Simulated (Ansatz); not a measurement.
# Structural relaxation of amorphous SiO0.5 (66 atoms), part 3 of 3

How does amorphous SiO0.5 (66 atoms) relax, and what do bonds, charges and levels look like afterwards?

Ansatz 0.2.0; Kohn-Sham DFT, PBE, PAW (set soft_2), plane waves.

The cell: 44 Si and 22 O. The quench rate of 20 K/ps far exceeds what a furnace or splat quench reaches. The network of bonds at the start is that of the classical potential that made the cell. Only the Γ point is sampled, in a cell whose shortest periodic width is 10 Å.

So far. Step 3 (Relaxation): The relaxation changed the energy by -482 meV/atom, and atoms moved by 0.83 Å r.m.s., 2.8 Å at most.

**5. Single point at the relaxed geometry**

The electronic structure is read at the final geometry, in a run of its own.

Input file input.yaml:

```yaml
crystal:
  lattice:
    - [10.4839, 0.0, 0.0]
    - [0.0, 10.4839, 0.0]
    - [0.0, 0.0, 10.4839]
  atoms:
    - { symbol: Si, position: [0.59158, 0.98122, 0.74844] }
    - { symbol: Si, position: [0.004, 0.67572, 0.88191] }
    - { symbol: Si, position: [0.32603, 0.73143, 0.26628] }
    - { symbol: Si, position: [0.82842, 0.47454, 0.18452] }
    [... 56 atom lines left out ...]
    - { symbol: O, position: [0.32653, 0.28299, 0.02791] }
    - { symbol: O, position: [0.44591, 0.45706, 0.88426] }
    - { symbol: O, position: [0.53536, 0.42673, 0.11352] }
    - { symbol: O, position: [0.48168, 0.65702, 0.70925] }
    - { symbol: O, position: [0.79805, 0.90798, 0.98849] }
    - { symbol: O, position: [0.55475, 0.87494, 0.85836] }
kpoints:
  mp_grid: { grid: [1, 1, 1] }
hamiltonian:
  xc: pbe
scf:
  occupations: { method: gaussian, width: 0.05 }
output:
  forces: true
  stress: true
  populations: true
  dos:
    method: { smearing: { sigma: 0.1 } }
    de: 0.1
    projected: { site_lists: { O: [O], Si: [Si] } }
  eigenvalues: true
  write_density: true
  write_potential: true
  volumetric_format: npy
  elf: true
```

Run with:

```bash
ansatz run input.yaml --threads 4 --pin off --max-ram 8192MiB --backend cpu --events-out ev --progress --plain --runs-dir out
```

Output:

```text
[...]
Crystal: 66 atoms, lattice volume = 1152.308 Å³
Basis set: ecut = 420 eV, 22575 PW (Γ), exchange–correlation on 144×144×144 points (8 copies of the dense FFT grid, shifted against one another)
Bands: 220, of which v1, the nominal top of the filled ones, is band 154 counted from 1 (153 counted from 0)
Symmetry: 1 space group operations
[...]
k-points: 1
[...]
SCF iter   1: F=—  HF=-40462.799009 eV  |F-HF|=—  |Δ(HF+E_count)|=         —  Δρ=5.47e-3  dr2=8.02e-1  ethr=1.77e-3  ⟨swp⟩=7.0  Hψ=1130  notcnv=0  defer=34
[...]
SCF iter  11: F=-40462.641439 eV  HF=-40462.641439 eV  |F-HF|=7.87e-9  |Δ(HF+E_count)|=   8.97e-8  Δρ=1.60e-6  dr2=3.36e-8  ethr=3.25e-11  ⟨swp⟩=19.0  Hψ=1985  notcnv=0
SCF 1 converged in 11 iterations: F = -40462.641439 eV  dr2 = 3.36e-8
[...]
SCF converged after 11 iterations
Free energy (F): -40462.641439 eV
[...]
Internal energy: -40462.641439 eV  (E = F + TS)
E sigma→0 (E₀):  -40462.641439 eV
Fermi energy:    5.865484 eV
[...]
--- Forces (eV/Å), atoms counted from 1 ---
  atom   1  Si    -0.00611777     0.01329551    -0.01638488
  atom   2  Si     0.00064348     0.00400766    -0.00694644
  atom   3  Si     0.00379115    -0.00043059     0.00217363
  atom   4  Si     0.00298891    -0.00154932     0.00154101
  atom   5  Si     0.00052863     0.00100655    -0.00335193
  atom   6  Si    -0.00410501     0.00147966    -0.00261250
  atom   7  Si     0.00685566    -0.00188038    -0.00530851
  atom   8  Si    -0.00555244    -0.00744451     0.00189296
  atom   9  Si     0.00770592    -0.00426632     0.00123646
  atom  10  Si    -0.00587030     0.01550678     0.00895416
  atom  11  Si    -0.00353678    -0.00484838    -0.00058165
  atom  12  Si     0.00467484    -0.00107156    -0.01040563
  atom  13  Si    -0.00090196    -0.00030027    -0.00038531
  atom  14  Si     0.00171095     0.00362956    -0.00580032
[...]
atom  65  O      0.00888711     0.00639528     0.00064754
  atom  66  O      0.01612430    -0.00005607     0.01181183
  max |Σ_I F_I| component: 5.64e-5 eV/Å
--- Stress (GPa, compression-positive) ---
        1.446373      -1.362312      -0.273150
       -1.362311      -0.850543       0.240970
       -0.273151       0.240970      -0.147049
  P = ⅓ Tr σ = 0.1496 GPa (1.496 kbar)
--- Band table (eV) ---
[...]
--- Löwdin populations: 66 sites ---
  site symbol       q [e]
     0     Si      3.0426
     1     Si      3.0779
     2     Si      4.0234
[...]
65      O      6.7329
  spilling = 0.014414 (of n_electrons = 308.000000)
```

Wall time 9.4 s (4 threads of Arm Neoverse V2, shared host); peak memory 1.1 GiB; 36 s of CPU time.

Numbers from this run:

```yaml
free_energy: -40462.6414 eV
free_energy_per_atom: -613.0703 eV/atom
scf_cycles: 11
pressure: 0.1496 GPa
r_m_s_force_component: 0.00767 eV/Å
longest_force: 0.03089 eV/Å
fermi_energy: 5.865 eV
spacing_of_highest_filled_and_lowest_empty_level: 0.6362 eV
spilling_of_the_projection: 0.01441
```

Löwdin charges by element and coordination (they lack the spilled electrons, 0.067 e an atom on average):

| element | coordination | atoms | mean charge (e) | spread | least | most |
| --- | --- | --- | --- | --- | --- | --- |
| O | all | 22 | -0.724 | 0.0269 | -0.771 | -0.678 |
| O | 2 | 15 | -0.742 | 0.0108 | -0.771 | -0.723 |
| O | 3 | 7 | -0.688 | 0.006 | -0.696 | -0.678 |
| Si | all | 44 | 0.463 | 0.413 | -0.157 | 1.34 |
| Si | 3 | 6 | 0.218 | 0.399 | -0.157 | 0.897 |
| Si | 4 | 27 | 0.428 | 0.4 | -0.139 | 1.34 |
| Si | 5 | 9 | 0.743 | 0.353 | 0.246 | 1.31 |
| Si | 6 | 2 | 0.410 | 0.058 | 0.352 | 0.468 |

Density of states as counts of states in windows of 1 eV (from the Fermi level), total and the larger projections:

| from (eV) | to (eV) | total | Si p | O p | Si s |
| --- | --- | --- | --- | --- | --- |
| -18 | -13 | 0.0 | 0.0 | 0.0 | 0.0 |
| -13 | -12 | 2.0 | 0.4 | 0.5 | 1.1 |
| -12 | -11 | 13.9 | 1.8 | 5.2 | 6.7 |
| -11 | -10 | 18.2 | 3.1 | 7.1 | 7.6 |
| -10 | -9 | 17.4 | 3.8 | 7.0 | 6.1 |
| -9 | -8 | 20.4 | 5.5 | 9.8 | 4.6 |
| -8 | -7 | 20.1 | 6.6 | 9.6 | 3.4 |
| -7 | -6 | 28.0 | 9.6 | 13.6 | 4.0 |
| -6 | -5 | 39.0 | 9.7 | 24.7 | 3.5 |
| -5 | -4 | 31.3 | 8.1 | 18.9 | 3.5 |
| -4 | -3 | 21.4 | 10.6 | 7.3 | 2.8 |
| -3 | -2 | 22.5 | 15.4 | 4.1 | 2.2 |
| -2 | -1 | 19.2 | 14.0 | 2.5 | 2.0 |
| -1 | 0 | 10.6 | 7.4 | 1.1 | 1.5 |
| 0 | 1 | 11.1 | 7.2 | 0.7 | 1.8 |
| 1 | 2 | 25.2 | 15.7 | 1.4 | 3.9 |
| 2 | 3 | 27.2 | 16.0 | 1.5 | 4.5 |
| 3 | 4 | 30.5 | 17.1 | 1.9 | 4.8 |

Between -23 and -18 eV lie 44 more states.

The levels nearest the highest filled one (over half full), pooled over k-points and spins:

| level less the highest filled one (eV) | occupation |
| --- | --- |
| -0.653 | 2 |
| -0.582 | 2 |
| -0.533 | 2 |
| -0.356 | 2 |
| -0.227 | 2 |
| 0 | 2 |
| 0.636 | 0 |
| 0.867 | 0 |
| 1.07 | 0 |
| 1.11 | 0 |
| 1.21 | 0 |
| 1.36 | 0 |

Electrostatic potential energy in the ab plane at fractional z = 0.393, with atoms of Si and O within 0.2 Å of it. With pseudopotentials it is smooth inside the atoms' cores, unlike the true potential.

Values in eV, 13 rows by 16 columns, each cell a mean:
```
  8   6 -17 -31   4  10  10  10   9   7 -16 -47 -30   4   9   9
  6   0  -8   0   8   9   9   9   9   7   3  -5   0   7   8   7
-10   2   0   4   7   7   8   7   6   6   5   6   8   8   3 -12
-42  -3   7   8   7   6   4 -14 -22  -1   6   8   9   8  -6 -45
-21  -4   9   9   9   8   1 -36 -47 -11   7   9   9   8   3 -14
-34 -29   8   9   9   9   6  -5  -9   3   8  10  10   9   9   5
 -5  -2   7   5   4   6   1 -21 -18   3   9  10  10  10   9   6
 -1   2   3 -22 -35  -8  -6 -43 -38  -2   7   7   7   9   9   5
  2   5   3 -27 -41 -11   3  -6  -4   5  -1 -20 -13   5   8   5
 -2   4   6   0 -14  -4  -1  -9  -1   5 -11 -46 -36   1   5   2
  5   5  -2  -7 -29 -14  -4 -17  -5   2   2  -8  -4  -7 -20  -4
  7   4 -11 -13   1   6   6   4   3   1   4   5   4 -12 -31  -7
  8   7  -7 -16   5   9   9   9   8   6  -4 -26 -13   3   3   6
```
Columns run along a (10.5 Å; values clipped at the 3rd and 97th percentile), rows up along b (10.5 Å). Atoms in or near the plane, at fractional coordinates: Si at (0.48, 0.43), Si at (0.72, 0.97), Si at (0.73, 0.27), Si at (0.50, 0.66), Si at (0.99, 0.72), Si at (0.26, 0.37), O at (0.05, 0.57), O at (0.19, 0.98).

ELF in the ab plane at fractional z = 0.393, with atoms of Si and O within 0.2 Å of it. It is the smooth field of the valence electrons, not physical close to the nuclei.

Ten even steps from '_' (0.00) to '@' (0.95), each cell a mean:
```
____::**%%++**%%##--__________..--++**==--====%%%%**==::__
__..::++%%%%%%##==..____________..==**++======**++--..____
--====--++**++--..______________..==**######**==::..____..
**%%%%**==--::::......________..::==**####**==::____....--
%%@@@@@@##++==++====----::::::--==++++++==--..__..::======
++%%@@%%**==++****++**##**++++++####**==--::....--**##==--
::--++==::..--==++**%%@@@@##==++##%%##++::......++%%%%++--
--====::____..::==**%%@@@@++----++##**==..____..==####==::
%%%%##**--______::==**####==------++==::______..::====--++
%%++##%%**..______..::==**********==::..____________..--##
%%++##%%++..________..--**%%@@@@%%++..________________--##
##%%##++::..::====----++##%%@@@@%%++..________________..++
====--::::++##%%########**++++****==..__..::--..______..::
====--==**%%%%##**%%%%%%**----::++==..__::==++--..____::==
%%##****%%@@##**==**%%%%##==----++==::..--====--..__..--**
%%%%**++**##==--::--++**######++==------------::..__..==##
##**++----==--==++--::--**####++::--++==::::::====::::==**
**====--::..--##%%##==::==****++--==##**--====%%%%++==****
**++++++==::++####%%##==--++####**++####++==##@@@@####%%%%
##++**%%**--**%%##%%##====##@@@@##++****++++##%%%%****%%%%
**++**##==::++######==::==%%@@@@##++====----==****====##%%
++----==------::::::....--**####**++****++==++####****##%%
--....--**####++::______..--====++##%%%%##**##%%@@@@%%##**
____::++%%##%%%%**::________..::==##%%%%++==##@@@@%%##**--
```
Columns run along a (10.5 Å), rows up along b (10.5 Å). Atoms in or near the plane, at fractional coordinates: Si at (0.48, 0.43), Si at (0.72, 0.97), Si at (0.73, 0.27), Si at (0.50, 0.66), Si at (0.99, 0.72), Si at (0.26, 0.37), O at (0.05, 0.57), O at (0.19, 0.98).

Mean Löwdin charges: O -0.72, Si +0.46 e (they miss 1.4 % of the electrons, so they add up to more than the cell's charge). The largest share in the top eV of filled states is Si p (74 % of the projected weight), and in the lowest eV of empty states Si p (71 % of the projected weight).

Local excerpt of 8 atoms (numbers count through the whole input) about Si14, picked at random; x, y, z are measured from there.

```csv
atom,x,y,z,distance (Å),bonds,Löwdin charge (e)
Si14,0.00,0.00,0.00,0.00,4,0.05
Si18,-1.39,1.65,0.93,2.35,3,-0.16
Si42,0.04,-1.13,2.10,2.39,4,-0.11
Si26,-0.73,-1.86,-1.31,2.39,4,0.02
Si11,1.81,1.73,-0.57,2.57,4,-0.04
Si25,0.09,3.15,0.03,3.15,4,0.55
Si20,-1.50,1.62,-2.78,3.55,5,0.75
Si29,1.26,-2.85,-1.86,3.63,4,-0.02
```

**6. Other settings**

This functional strengthens the gradient correction of exchange, which tends to weaken binding against PBE. Changed here: hamiltonian.pseudopotentials.kind = "nc" and hamiltonian.xc = "revpbe".

This step: Kohn-Sham DFT, revPBE, norm-conserving pseudopotentials, plane waves (Ansatz 0.2.0).

Input file input.yaml:

```yaml
crystal:
  lattice:
    - [10.4839, 0.0, 0.0]
    - [0.0, 10.4839, 0.0]
    - [0.0, 0.0, 10.4839]
  atoms:
    [... the 66 atom lines of step 2 ...]
kpoints:
  mp_grid: { grid: [1, 1, 1] }
hamiltonian:
  xc: revpbe
  pseudopotentials: { kind: nc }
scf:
  occupations: { method: gaussian, width: 0.05 }
output:
  forces: true
  stress: true
  populations: true
  dos:
    method: { smearing: { sigma: 0.08 } }
    de: 0.1
    projected: { site_lists: { O: [O], Si: [Si] } }
  eigenvalues: true
```

Output:

```text
[...]
Crystal: 66 atoms, lattice volume = 1152.308 Å³
Basis set: ecut = 1240 eV, 114425 PW (Γ), exchange–correlation on 250×250×250 points (8 copies of the dense FFT grid, shifted against one another)
Bands: 220, of which v1, the nominal top of the filled ones, is band 154 counted from 1 (153 counted from 0)
Symmetry: 1 space group operations
[...]
k-points: 1
[...]
SCF iter   1: F=—  HF=-15285.312335 eV  |F-HF|=—  |Δ(HF+E_count)|=         —  Δρ=6.03e-2  dr2=1.66e2  ethr=3.10e-3  ⟨swp⟩=8.0  Hψ=1226  notcnv=0  defer=29
[...]
SCF iter  14: F=-15257.322707 eV  HF=-15257.322707 eV  |F-HF|=1.88e-8  |Δ(HF+E_count)|=   1.28e-8  Δρ=1.19e-6  dr2=2.94e-8  ethr=3.25e-11  ⟨swp⟩=19.0  Hψ=1725  notcnv=0
SCF 1 converged in 14 iterations: F = -15257.322707 eV  dr2 = 2.94e-8
SCF converged after 14 iterations
Free energy (F): -15257.322707 eV
[...]
Internal energy: -15257.267844 eV  (E = F + TS)
E sigma→0 (E₀):  -15257.295276 eV
Entropy (-TS):   -0.054864 eV (-0.831 meV/atom)
Fermi energy:    6.538677 eV
[...]
--- Forces (eV/Å), atoms counted from 1 ---
  atom   1  Si     4.98559336    -1.82971527     1.42050242
  atom   2  Si     2.77592125     3.26826550     1.85428211
  atom   3  Si     0.25925168     0.41645354     0.39221250
  atom   4  Si    -0.00177633    -1.44528019    -0.51859334
  atom   5  Si    -3.65416274     1.30769003     1.47453810
  atom   6  Si     0.66817237    -3.44255927    -0.08960847
  atom   7  Si     1.44226654     0.44794749     0.33244620
  atom   8  Si     1.77277221     2.50169358     1.35883611
  atom   9  Si    -0.74008555     0.18910104    -2.91065727
  atom  10  Si     1.81605816     1.26908684     2.38260658
  atom  11  Si    -2.67968952     1.09817825    -1.72771528
  atom  12  Si     2.18673215    -0.43315330    -3.68026949
  atom  13  Si     4.64412169    -3.05853153    -2.02423192
  atom  14  Si    -0.04603463    -0.79440550     0.18946148
[...]
atom  65  O     -2.33923126     2.49756317    -0.90842687
  atom  66  O     -1.28684036    -1.97929494    -0.03666576
  max |Σ_I F_I| component: 3.83e-5 eV/Å
--- Stress (GPa, compression-positive) ---
        9.634316      -1.700596      -1.244904
       -1.700596       8.354192      -0.239219
       -1.244904      -0.239219      11.185952
  P = ⅓ Tr σ = 9.7248 GPa (97.248 kbar)
--- Band table (eV) ---
[...]
--- Löwdin populations: 66 sites ---
  site symbol       q [e]
     0     Si      3.0999
     1     Si      3.3157
     2     Si      4.0132
[...]
65      O      6.7649
  spilling = 0.015085 (of n_electrons = 308.000000)
```

Elapsed: 55 s, on 4 threads; peak memory 4.1 GiB; 3.6 min of CPU time.

Geometry and reference: those of the single point at the start.

Forces differ from those of the single point at the start by 33 meV/Å r.m.s., 2.0 % of their size; the pressure by +0.81 GPa. It took 5.7 times the reference's time (shared host, so rough).

**7. Outcome**

- energy change in the relaxation: -481.9 meV/atom
- r.m.s. displacement: 0.83 Å
- largest displacement: 2.837 Å
- free energy per atom: -613.0703 eV/atom
- pressure: 0.1496 GPa
- r.m.s. force component: 0.00767 eV/Å
- gap (highest filled to lowest empty level): 0.6362 eV
- wall time of the 4 DFT runs: 4.9 min

Relaxation lowers the energy by 482 meV/atom and moves atoms by 0.83 Å r.m.s.; the r.m.s. force component goes from 1.7 to 0.0077 eV/Å, the pressure goes from 8.9 to 0.15 GPa. By the final cutoffs 14 of 113 bonded pairs parted and 18 joined. From the first step to the last the energy fell by 31.808 eV, and the largest move was 2.84 Å (Si6). The Si-O bonds change most in mean length: from 1.686 Å (spread 0.049) to 1.740 Å (spread 0.100), and their number from 59 to 51. With the cutoffs above, 68 % of O atoms have 2 and 61 % of Si atoms have 4 bonded neighbours. The highest filled and lowest empty levels differ by 0.636 eV (at Γ alone); a semilocal functional tends to put such gaps too low. In a disordered cell it changes from sample to sample, and tail or defect levels can set it.

What to keep in mind: The starting topology of bonds comes from the classical model; in DFT 14 of its 113 bonded pairs passed out of the cutoffs and 18 came within them.

[Long decimals in the printed logs are rounded to 6 places.]

[Logs are printed without paths, hosts, clocks, repeated set-up lines and the standing remarks that a program may print on its own settings, such as how far it seeks lower states.]

[Hosts, paths, dates, database ids (printed as entryN), source tags and the programs' standing remarks are cut or masked in the printed files.]

[A walk said to have stopped at its limit may instead have ended on an SCF cycle that didn't converge.]
